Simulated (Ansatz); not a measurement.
# Cu(111)/C(111) interface (72 atoms): geometry optimisation

How does Cu(111)/C(111) interface (72 atoms) relax, and what do bonds, charges and levels look like afterwards?

Main program and level: Ansatz 0.2.0; Kohn-Sham DFT, PBEsol, PAW (set soft_2), plane waves.

## 1. The starting structure

The cell holds 72 atoms: 18 Cu and 54 C. Its edges and angles: a = 6.718 Å, b = 7.618 Å, c = 10.557 Å, α = 90.0°, β = 90.0°, γ = 100.9°. It derives from Cu and C. Fcc Cu(111), 2 repeat layers, 9 surface cells, strained -0.66 and -0.66 %; diamond-structure C(111), 3 layers, 9 cells, +0.67 and +0.67 %; outer planes 2.18 Å apart and 1.67 Å at the second interface of the periodic stack; not relaxed, displaced by a Gaussian of 0.02 Å. Regions: Cu, 18 atoms (18 Cu); C, 54 atoms (54 C).

Limits known from the start: The host structure and its lattice constant were typed by rule, without a check against the phase diagram.

## 2. Single point at the start

A single point comes first, to see the forces before anything moves.

Input file input.yaml:

```yaml
crystal:
  lattice:
    - [6.7181, 0.0, 0.0]
    - [-1.43961, 7.48043, 0.0]
    - [0.0, 0.0, 10.55683]
  atoms:
    - { symbol: Cu, position: [0.67432, 0.77999, 0.99993] }
    - { symbol: Cu, position: [0.44531, 0.40971, 0.19695] }
    - { symbol: Cu, position: [0.65819, 0.44474, 0.00103] }
    - { symbol: Cu, position: [0.44365, 0.07353, 0.20149] }
    - { symbol: Cu, position: [0.67106, 0.11181, 0.9971] }
    - { symbol: Cu, position: [0.44464, 0.74207, 0.2019] }
    - { symbol: Cu, position: [0.33574, 0.8885, 0.9977] }
    - { symbol: Cu, position: [0.11561, 0.51766, 0.19564] }
    - { symbol: Cu, position: [0.33324, 0.55858, 0.00138] }
    - { symbol: Cu, position: [0.10512, 0.18329, 0.20229] }
    - { symbol: Cu, position: [0.33885, 0.22555, 0.9973] }
    - { symbol: Cu, position: [0.10736, 0.85396, 0.20296] }
    - { symbol: Cu, position: [0.00283, 0.66232, 0.99852] }
    - { symbol: Cu, position: [0.77897, 0.2934, 0.20306] }
    - { symbol: Cu, position: [0.99784, 0.33193, 0.99921] }
    - { symbol: Cu, position: [0.78033, 0.96329, 0.20081] }
    - { symbol: Cu, position: [0.00074, 0.99843, 0.99673] }
    - { symbol: Cu, position: [0.77907, 0.62885, 0.19745] }
    - { symbol: C, position: [0.66765, 0.4355, 0.45702] }
    - { symbol: C, position: [0.79189, 0.62259, 0.40625] }
    - { symbol: C, position: [0.56776, 0.59028, 0.65072] }
    - { symbol: C, position: [0.67327, 0.43947, 0.60128] }
    - { symbol: C, position: [0.78977, 0.63044, 0.84263] }
    - { symbol: C, position: [0.5648, 0.59098, 0.79322] }
    - { symbol: C, position: [0.67468, 0.77303, 0.45308] }
    - { symbol: C, position: [0.78768, 0.95994, 0.40396] }
    - { symbol: C, position: [0.56609, 0.92246, 0.65028] }
    - { symbol: C, position: [0.67195, 0.76935, 0.60219] }
    - { symbol: C, position: [0.78928, 0.9566, 0.84064] }
    - { symbol: C, position: [0.56276, 0.92131, 0.79519] }
    - { symbol: C, position: [0.34152, 0.55435, 0.45142] }
    - { symbol: C, position: [0.45473, 0.7365, 0.40422] }
    - { symbol: C, position: [0.23231, 0.7009, 0.65058] }
    - { symbol: C, position: [0.34514, 0.54615, 0.60217] }
    - { symbol: C, position: [0.45008, 0.74226, 0.84272] }
    - { symbol: C, position: [0.23089, 0.70121, 0.79388] }
    - { symbol: C, position: [0.00585, 0.32982, 0.45316] }
    - { symbol: C, position: [0.12056, 0.51582, 0.40414] }
    - { symbol: C, position: [0.89381, 0.47561, 0.64902] }
    - { symbol: C, position: [0.00688, 0.32634, 0.60077] }
    - { symbol: C, position: [0.11888, 0.51586, 0.84132] }
    - { symbol: C, position: [0.89641, 0.47853, 0.7917] }
    - { symbol: C, position: [0.6758, 0.1099, 0.4537] }
    - { symbol: C, position: [0.79025, 0.29076, 0.40765] }
    - { symbol: C, position: [0.55965, 0.2555, 0.6473] }
    - { symbol: C, position: [0.67494, 0.11081, 0.60161] }
    - { symbol: C, position: [0.78623, 0.2937, 0.84522] }
    - { symbol: C, position: [0.56525, 0.26125, 0.79067] }
    - { symbol: C, position: [0.34879, 0.88554, 0.45317] }
    - { symbol: C, position: [0.45448, 0.06958, 0.40643] }
    - { symbol: C, position: [0.23609, 0.03203, 0.64816] }
    - { symbol: C, position: [0.33877, 0.88531, 0.5987] }
    - { symbol: C, position: [0.4534, 0.06631, 0.84042] }
    - { symbol: C, position: [0.23326, 0.02932, 0.79136] }
    - { symbol: C, position: [0.00707, 0.66227, 0.45445] }
    - { symbol: C, position: [0.11724, 0.84399, 0.40298] }
    - { symbol: C, position: [0.8989, 0.80999, 0.64778] }
    - { symbol: C, position: [0.01085, 0.66398, 0.59827] }
    - { symbol: C, position: [0.12249, 0.85129, 0.83794] }
    - { symbol: C, position: [0.8984, 0.8106, 0.7969] }
    - { symbol: C, position: [0.34494, 0.21706, 0.45483] }
    - { symbol: C, position: [0.45754, 0.40209, 0.40581] }
    - { symbol: C, position: [0.22756, 0.36951, 0.64492] }
    - { symbol: C, position: [0.34052, 0.21657, 0.59819] }
    - { symbol: C, position: [0.45414, 0.40179, 0.83776] }
    - { symbol: C, position: [0.23259, 0.36579, 0.78828] }
    - { symbol: C, position: [0.01046, 0.99648, 0.45424] }
    - { symbol: C, position: [0.11992, 0.1819, 0.40525] }
    - { symbol: C, position: [0.90249, 0.14511, 0.64854] }
    - { symbol: C, position: [0.01444, 0.99664, 0.5973] }
    - { symbol: C, position: [0.12203, 0.18113, 0.84461] }
    - { symbol: C, position: [0.8976, 0.13881, 0.79064] }
kpoints:
  mp_grid: { grid: [2, 2, 1] }
hamiltonian:
  xc: pbesol
scf:
  occupations: { method: fermi_dirac, width: 0.025 }
output:
  forces: true
  stress: true
  populations: true
  dos:
    method: { smearing: { sigma: 0.15 } }
    de: 0.1
    projected:
      site_lists:
        C: [18, 19, 20, 21, 22, 23, 24, 25, 26, 27, 28, 29, 30, 31, 32, 33, 34, 35, 36, 37, 38, 39, 40, 41, 42, 43, 44, 45, 46, 47, 48, 49, 50, 51, 52, 53, 54, 55, 56, 57, 58, 59, 60, 61, 62, 63, 64, 65, 66, 67, 68, 69, 70, 71]
        Cu: [0, 1, 2, 3, 4, 5, 6, 7, 8, 9, 10, 11, 12, 13, 14, 15, 16, 17]
  eigenvalues: true
```

The run is started by

```
> ansatz run input.yaml --threads 4 --pin off --max-ram 8192MiB --backend cpu --events-out ev --progress --plain --runs-dir out
```

Numbers of over 12 decimals in the logs are rounded to 6 here.

The log of the run:

```text
Engine: ansatz 0.2.0, aarch64-unknown-linux-gnu
Pseudopotentials: kind: paw
Pseudopotential: Cu, paw, valence charge 19, recommended cutoff 420 eV (normal), Cu.paw.azcp
Pseudopotential: C, paw, valence charge 4, recommended cutoff 420 eV (normal), C.paw.azcp
[... 3 lines on functional and potentials left out ...]
Crystal: 72 atoms, lattice volume = 530.526 Å³
Basis set: ecut = 420 eV, 10357 PW (Γ), exchange–correlation on 90×108×144 points (8 copies of the dense FFT grid, shifted against one another)
Bands: 351, of which v1, the nominal top of the filled ones, is band 279 counted from 1 (278 counted from 0)
Symmetry: 1 space group operations
Space group: P1 (ITA 1), of the structure as read, at distance tolerance 8.1e-5 Å
k-points: 4
[... 7 lines on functional and potentials left out ...]
Initial density: superposition of atomic densities (neutral atoms: chi_scale 0, normalization atom), corrected by the library's trained network
Initial wavefunctions: pseudopotential atomic-orbital guess
Functional: x = pbesol(κ = 0.804, μ = 0.123457), c = pbesol(β = 0.046)
SCF iter   1: F=—  HF=-131890.631748 eV  |F-HF|=—  |Δ(HF+E_count)|=         —  Δρ=2.54e-2  dr2=5.91e0  ethr=1.77e-3  ⟨swp⟩=6.0  Hψ=5419  notcnv=0  defer=100
preconditioner: auto → Kerker (q_TF=auto, 2.751 Å⁻¹)  [metal: Δε(μ)=0.139 eV  Ē_g=12.235 eV  σ=0.025 eV  W_gap=0.50  n_scr=178 (ndim 8)  ℏωp=32.8 eV  f_vac=0.000  D(μ)=12.97/eV (n_scr^D=84)]
SCF iter   2: F=—  HF=-131890.233207 eV  |F-HF|=—  |Δ(HF+E_count)|=   3.99e-1  Δρ=7.39e-3  dr2=2.09e0  ethr=1.06e-3  ⟨swp⟩=2.0  Hψ=1653  notcnv=0  defer=238
SCF iter   3: F=—  HF=-131890.118704 eV  |F-HF|=—  |Δ(HF+E_count)|=   1.15e-1  Δρ=5.17e-3  dr2=1.25e0  ethr=3.75e-4  ⟨swp⟩=2.0  Hψ=1199  notcnv=0  defer=242
SCF iter   4: F=—  HF=-131890.010081 eV  |F-HF|=—  |Δ(HF+E_count)|=   1.09e-1  Δρ=2.07e-3  dr2=2.36e-1  ethr=2.25e-4  ⟨swp⟩=2.0  Hψ=1215  notcnv=0  defer=242
SCF iter   5: F=—  HF=-131889.989414 eV  |F-HF|=—  |Δ(HF+E_count)|=   2.07e-2  Δρ=1.69e-3  dr2=2.25e-2  ethr=4.22e-5  ⟨swp⟩=2.0  Hψ=1650  notcnv=0  defer=244
SCF iter   6: F=—  HF=-131889.985778 eV  |F-HF|=—  |Δ(HF+E_count)|=   3.64e-3  Δρ=7.89e-4  dr2=7.49e-3  ethr=4.03e-6  ⟨swp⟩=2.0  Hψ=1779  notcnv=0  defer=244
SCF iter   7: F=—  HF=-131889.985039 eV  |F-HF|=—  |Δ(HF+E_count)|=   7.39e-4  Δρ=6.33e-4  dr2=3.10e-3  ethr=1.34e-6  ⟨swp⟩=2.0  Hψ=1658  notcnv=0  defer=244
SCF iter   8: F=—  HF=-131889.984444 eV  |F-HF|=—  |Δ(HF+E_count)|=   5.95e-4  Δρ=1.19e-4  dr2=2.90e-4  ethr=5.56e-7  ⟨swp⟩=2.0  Hψ=1703  notcnv=0  defer=244
SCF iter   9: F=—  HF=-131889.984385 eV  |F-HF|=—  |Δ(HF+E_count)|=   5.91e-5  Δρ=5.89e-5  dr2=4.85e-5  ethr=5.20e-8  ⟨swp⟩=2.0  Hψ=1854  notcnv=0  defer=244
SCF iter  10: F=—  HF=-131889.984643 eV  |F-HF|=—  |Δ(HF+E_count)|=   2.58e-4  Δρ=4.30e-5  dr2=1.58e-5  ethr=8.70e-9  ⟨swp⟩=2.0  Hψ=1857  notcnv=0  defer=244
SCF iter  11: F=—  HF=-131889.984642 eV  |F-HF|=—  |Δ(HF+E_count)|=   1.45e-6  Δρ=2.58e-5  dr2=6.27e-6  ethr=2.84e-9  ⟨swp⟩=2.0  Hψ=2055  notcnv=0  defer=244
SCF iter  12: F=—  HF=-131889.984641 eV  |F-HF|=—  |Δ(HF+E_count)|=   6.68e-7  Δρ=6.73e-6  dr2=1.71e-6  ethr=1.12e-9  ⟨swp⟩=2.0  Hψ=1599  notcnv=0  defer=244
SCF iter  13: F=—  HF=-131889.984641 eV  |F-HF|=—  |Δ(HF+E_count)|=   1.31e-7  Δρ=4.15e-6  dr2=4.89e-7  ethr=3.07e-10  ⟨swp⟩=2.0  Hψ=1299  notcnv=0  defer=244
SCF iter  14: F=-131889.984641 eV  HF=-131889.984641 eV  |F-HF|=6.69e-8  |Δ(HF+E_count)|=   5.03e-8  Δρ=1.92e-6  dr2=6.95e-8  ethr=1.79e-11  ⟨swp⟩=12.2  Hψ=7361  notcnv=0
SCF 1 converged in 14 iterations: F = -131889.984641 eV  dr2 = 6.95e-8
  greatest PAW one-centre occupation: 1.000 electrons in one spin orbital (limit 2), on the Cu atom at site 0 (counted from 0), in its partial waves of l = 0
SCF converged after 14 iterations
Free energy (F): -131889.984641 eV
Harris-Foulkes:  -131889.984641 eV  (|F-HF|=6.69e-8)
Internal energy: -131889.961569 eV  (E = F + TS)
E sigma→0 (E₀):  -131889.973105 eV
Entropy (-TS):   -0.023072 eV (-0.320 meV/atom)
Fermi energy:    14.471839 eV
--- Per-component energies (eV) ---
  E_band       = -6133.084146
  E_kinetic    = 10303.020835
  E_local      = -127403.117701  (includes V_loc(G=0)·N_el)
  E_nonlocal   = 8511.643749
  E_hartree    = 58115.107324
  E_xc         = -4194.302694
  E_vxc        = -5303.170221  (∫ρ·V_xc dr)
  E_paw        = -34428.825022  (= ΣΔE_a)
  E_vpaw       = -8471.755939  (= ΣTr[D̂ρ^β])
  E_aug_tail   = 0.005517  (compensation charges beyond the density's cutoff)
  E_ewald      = -42798.344642
  E_core_change = 4.851067  (= ΣΔE_core)
  E_smearing   = -0.023072  (= −TS)
  E_closure    = -0.000000  (closes the sum)
  Σ components = -131889.984641   (vs F -131889.984641, Δ=0.00e0)
--- Forces (eV/Å), atoms counted from 1 ---
  atom   1  Cu    -0.21011373    -0.12728514     1.33912525
  atom   2  Cu     0.05816433    -0.20800182     0.96765163
  atom   3  Cu     0.35807618     0.04853494     1.07040118
  atom   4  Cu    -0.00418642     0.08425779     0.54801786
  atom   5  Cu    -0.17176262     0.04113473     1.39917858
  atom   6  Cu     0.03672613     0.05905326     0.53871265
  atom   7  Cu    -0.06430859     0.10407376     1.47055459
  atom   8  Cu    -0.18888667     0.03869193     1.00959045
  atom   9  Cu     0.03495426    -0.05233061     0.95571485
  atom  10  Cu     0.33335146     0.15853164     0.57502560
  atom  11  Cu    -0.28391618    -0.16692459     1.26477372
  atom  12  Cu     0.18671914    -0.17093859     0.45528571
  atom  13  Cu    -0.11628036     0.05962642     1.32475226
  atom  14  Cu    -0.15596453     0.19693445     0.56042031
[...]
atom  71  C      0.01726901    -0.30112872    -2.39685031
  atom  72  C      0.18077583     1.41492848     2.39282692
  max |Σ_I F_I| component: 7.32e-4 eV/Å
--- Stress (GPa, compression-positive) ---
       -8.528118       0.077090       0.290171
        0.077089      -7.692085      -0.725310
        0.290172      -0.725308      -0.952331
  P = ⅓ Tr σ = -5.7242 GPa (-57.242 kbar)
--- Band table (eV) ---
  k-point 0: bands = ["-98.3273", "-98.3132", "-98.2844", "-98.2811", [... 335 levels ...], "23.0284", "23.0406", "23.2066", "23.2617", "23.2631", "23.3391", "23.4104", "23.4969", "23.5344", "23.6252", "23.6420", "23.7828"]
[...]
--- Löwdin populations: 72 sites ---
  site symbol       q [e]
     0     Cu     18.5367
     1     Cu     18.7154
     2     Cu     18.5415
[...]
71      C      3.9802
  spilling = 0.005496 (of n_electrons = 558.000000)
```

Wall time 38 s (4 threads of Arm Neoverse V2, shared host); peak memory 3.4 GiB.

Read from the output:

- free energy: -131889.9846 eV
- free energy per atom: -1831.8053 eV/atom
- SCF cycles: 14
- pressure: -5.724 GPa
- r.m.s. force component: 1.091 eV/Å
- longest force: 4.361 eV/Å
- Fermi energy: 14.47 eV
- levels partly filled by over 2 per cent: 3
- spilling of the projection: 0.005496

The r.m.s. force component of 1.1 eV/Å and the pressure of -5.7 GPa set the starting point.

Length of the force by element:

```csv
element,coordination,atoms,mean length of the force (eV/Å),spread,least,most
C,all,54,1.96,0.743,0.649,4.36
Cu,all,18,1.01,0.334,0.521,1.51
```

## 3. Relaxation

The atoms are relaxed in the fixed cell, aiming at the force tolerance of the input.

input.yaml, the sections that differ from step 2:

```yaml
output:
  forces: true
relax:
  f_tol: 0.03
  max_steps: 200
# crystal, kpoints, hamiltonian, scf: as in step 2
```

The log of the run:

```text
[...]
Crystal: 72 atoms, lattice volume = 530.526 Å³
Basis set: ecut = 420 eV, 10357 PW (Γ), exchange–correlation on 90×108×144 points (8 copies of the dense FFT grid, shifted against one another)
Bands: 351, of which v1, the nominal top of the filled ones, is band 279 counted from 1 (278 counted from 0)
Symmetry: 1 space group operations
[...]
k-points: 4
[...]
SCF iter   1: F=—  HF=-131890.631748 eV  |F-HF|=—  |Δ(HF+E_count)|=         —  Δρ=2.54e-2  dr2=5.91e0  ethr=1.77e-3  ⟨swp⟩=6.0  Hψ=5419  notcnv=0  defer=100
[...]
SCF iter  10: F=-131889.984625 eV  HF=-131889.984643 eV  |F-HF|=1.79e-5  |Δ(HF+E_count)|=   9.16e-6  Δρ=4.29e-5  dr2=1.58e-5  ethr=4.03e-9  ⟨swp⟩=4.0  Hψ=4165  notcnv=0
SCF 1 converged in 10 iterations: F = -131889.984625 eV  dr2 = 1.58e-5
[...]
relax step   1: F+E_penalty+E_count = -131889.98462520 eV  Δ(F+E_penalty+E_count) = +0.000e0 eV  max|allowed force component| = 3.368e0 eV/Å  Δτ_max = 0.0000 Å  (10 SCF iters, dr2 threshold 2.25e-5 eV, accepted)
[...]
relax step   2: F+E_penalty+E_count = -131892.99801250 eV  Δ(F+E_penalty+E_count) = -3.013e0 eV  max|allowed force component| = 1.801e0 eV/Å  Δτ_max = 0.0925 Å  (6 SCF iters, dr2 threshold 1.00e-4 eV, accepted)
[...]
relax step   3: F+E_penalty+E_count = -131894.83113320 eV  Δ(F+E_penalty+E_count) = -1.833e0 eV  max|allowed force component| = 3.808e-1 eV/Å  Δτ_max = 0.2000 Å  (7 SCF iters, dr2 threshold 1.00e-4 eV, accepted)
relax step   4: F+E_penalty+E_count = -131895.36432310 eV  Δ(F+E_penalty+E_count) = -5.332e-1 eV  max|allowed force component| = 3.599e-1 eV/Å  Δτ_max = 0.2000 Å  (8 SCF iters, dr2 threshold 9.06e-6 eV, accepted)
relax step   5: F+E_penalty+E_count = -131895.82153517 eV  Δ(F+E_penalty+E_count) = -4.572e-1 eV  max|allowed force component| = 3.101e-1 eV/Å  Δτ_max = 0.1953 Å  (8 SCF iters, dr2 threshold 8.10e-6 eV, accepted)
relax step   6: F+E_penalty+E_count = -131895.97252734 eV  Δ(F+E_penalty+E_count) = -1.510e-1 eV  max|allowed force component| = 1.130e-1 eV/Å  Δτ_max = 0.2000 Å  (7 SCF iters, dr2 threshold 7.14e-5 eV, accepted)
relax step   7: F+E_penalty+E_count = -131896.01653492 eV  Δ(F+E_penalty+E_count) = -4.401e-2 eV  max|allowed force component| = 1.981e-2 eV/Å  Δτ_max = 0.1076 Å  (8 SCF iters, dr2 threshold 1.69e-6 eV, accepted)
relax step   8: F+E_penalty+E_count = -131896.01653513 eV  Δ(F+E_penalty+E_count) = -2.165e-7 eV  max|allowed force component| = 1.983e-2 eV/Å  Δτ_max = 0.0000 Å  (6 SCF iters, accepted)
relax step   9: F+E_penalty+E_count = -131896.02248184 eV  Δ(F+E_penalty+E_count) = -5.947e-3 eV  max|allowed force component| = 6.536e-2 eV/Å  Δτ_max = 0.0636 Å  (9 SCF iters, accepted)
relax step  10: F+E_penalty+E_count = -131896.02411678 eV  Δ(F+E_penalty+E_count) = -1.635e-3 eV  max|allowed force component| = 2.912e-2 eV/Å  Δτ_max = 0.0202 Å  (6 SCF iters, dr2 threshold 4.27e-6 eV, accepted)
[...]
relax step  11: F+E_penalty+E_count = -131896.02411727 eV  Δ(F+E_penalty+E_count) = -4.864e-7 eV  max|allowed force component| = 2.921e-2 eV/Å  Δτ_max = 0.0000 Å  (6 SCF iters, accepted)
SCF converged after 6 iterations
Free energy (F): -131896.024117 eV
[...]
Internal energy: -131896.024117 eV  (E = F + TS)
E sigma→0 (E₀):  -131896.024117 eV
Entropy (-TS):   -0.000001 eV (-0.000 meV/atom)
Fermi energy:    14.670557 eV
[...]
--- Forces (eV/Å), atoms counted from 1 ---
  atom   1  Cu     0.00574342    -0.00186735    -0.02422453
  atom   2  Cu    -0.00089998    -0.00078984     0.02811303
  atom   3  Cu     0.00279607    -0.00309720    -0.02264108
  atom   4  Cu    -0.00189874    -0.00217129     0.02821345
  atom   5  Cu     0.00310708    -0.00362052    -0.02546257
  atom   6  Cu    -0.00092696    -0.00265362     0.02774832
  atom   7  Cu     0.00335981    -0.00337182    -0.02602745
  atom   8  Cu    -0.00038984    -0.00187689     0.02639242
  atom   9  Cu     0.00336641    -0.00348937    -0.02372835
  atom  10  Cu    -0.00296280    -0.00201887     0.02921219
  atom  11  Cu     0.00443574    -0.00234153    -0.02577090
  atom  12  Cu    -0.00261563    -0.00082444     0.02905806
  atom  13  Cu     0.00431828    -0.00353720    -0.02394218
  atom  14  Cu    -0.00059403    -0.00272996     0.02904874
[...]
atom  71  C     -0.00890349     0.01726346     0.00908488
  atom  72  C      0.00960299    -0.01022809     0.01740293
  max |Σ_I F_I| component: 1.03e-5 eV/Å
--- Relaxed structure (11 steps of the walk, 11 accepted, 0 SCFs on fresh bases) ---
  F+E_penalty+E_count = -131896.02411727 eV   max|allowed force component| = 2.921e-2 eV/Å
  atoms:
    - { symbol: Cu, position: [0.581037, 0.820111, 1.019121] }
    - { symbol: Cu, position: [0.378468, 0.452530, 0.215876] }
    - { symbol: Cu, position: [0.581104, 0.486812, 0.019084] }
    - { symbol: Cu, position: [0.378521, 0.119216, 0.215876] }
[...]
- { symbol: C, position: [0.925559, 0.129933, 0.795550] }
```

It took 2.8 min on 4 threads; peak memory 3.5 GiB; 11 min of CPU time.

Relaxation path:

```
step  energy less that of the first step (eV)  largest force component (eV/Å)
   1                                   0.0000                          3.3681
   2                                  -3.0134                          1.8007
   3                                  -4.8465                          0.3808
   4                                  -5.3797                          0.3599
   5                                  -5.8369                          0.3101
   6                                  -5.9879                          0.1130
   7                                  -6.0319                          0.0198
   8                                  -6.0319                          0.0198
   9                                  -6.0379                          0.0654
  10                                  -6.0395                          0.0291
  11                                  -6.0395                          0.0292
```

The atoms that moved most (Å):

```
atom      dx     dy     dz  length
Cu13  -0.661  0.350  0.217   0.779
 Cu1  -0.684  0.300  0.203   0.774
 Cu5  -0.664  0.312  0.232   0.770
Cu11  -0.668  0.292  0.230   0.765
 Cu7  -0.652  0.320  0.226   0.761
Cu17  -0.643  0.329  0.236   0.760
Cu15  -0.623  0.327  0.210   0.735
 Cu9  -0.631  0.294  0.187   0.721
```

The relaxation changed the energy by -83.9 meV/atom, and atoms moved by 0.40 Å r.m.s., 0.78 Å at most.

## 4. Distances and neighbours after relaxation

Density 5.61 g/cm³, 7.368 Å³ an atom.

g(r), total and by pair (bins of 0.2 Å):

```
r (Å)  total   C-C  C-Cu  Cu-Cu
 1.50   2.83  5.05  0.00   0.00
 1.70   0.56  0.98  0.00   0.00
 1.90   0.00  0.00  0.00   0.00
 2.10   0.32  0.00  0.86   0.00
 2.30   0.00  0.00  0.00   0.00
 2.50   4.91  6.05  1.24  16.46
 2.70   0.10  0.00  0.25   0.00
 2.90   1.35  2.24  0.24   0.00
 3.10   1.27  1.71  0.83   0.00
 3.30   0.27  0.00  0.73   0.00
 3.50   0.47  0.41  0.31   1.89
 3.70   0.76  0.80  0.69   0.87
 3.90   1.39  2.05  0.63   0.00
 4.10   0.40  0.24  0.71   0.00
 4.30   1.47  1.77  0.42   4.96
 4.50   1.48  1.47  1.34   2.37
 4.70   1.34  1.67  1.07   0.00
 4.90   0.42  0.00  1.12   0.00
 5.10   1.25  1.21  1.06   2.73
 5.30   1.32  1.84  0.76   0.00
 5.50   0.56  0.09  1.23   0.76
 5.70   1.31  1.45  1.08   1.44
 5.90   0.68  0.83  0.56   0.00
 6.10   0.41  0.00  1.05   0.32
 6.30   0.91  0.69  1.29   0.59
 6.50   1.17  1.22  1.29   0.00
 6.70   1.72  2.08  0.77   4.17
 6.90   1.27  1.31  1.32   0.51
```

[end of part 1 of 2]

[Logs are printed without paths, hosts, clocks, repeated set-up lines and the standing remarks that a program may print on its own settings, such as how far it seeks lower states.]

[Hosts, paths, dates, database ids (printed as entryN), source tags and the programs' standing remarks are cut or masked in the printed files.]
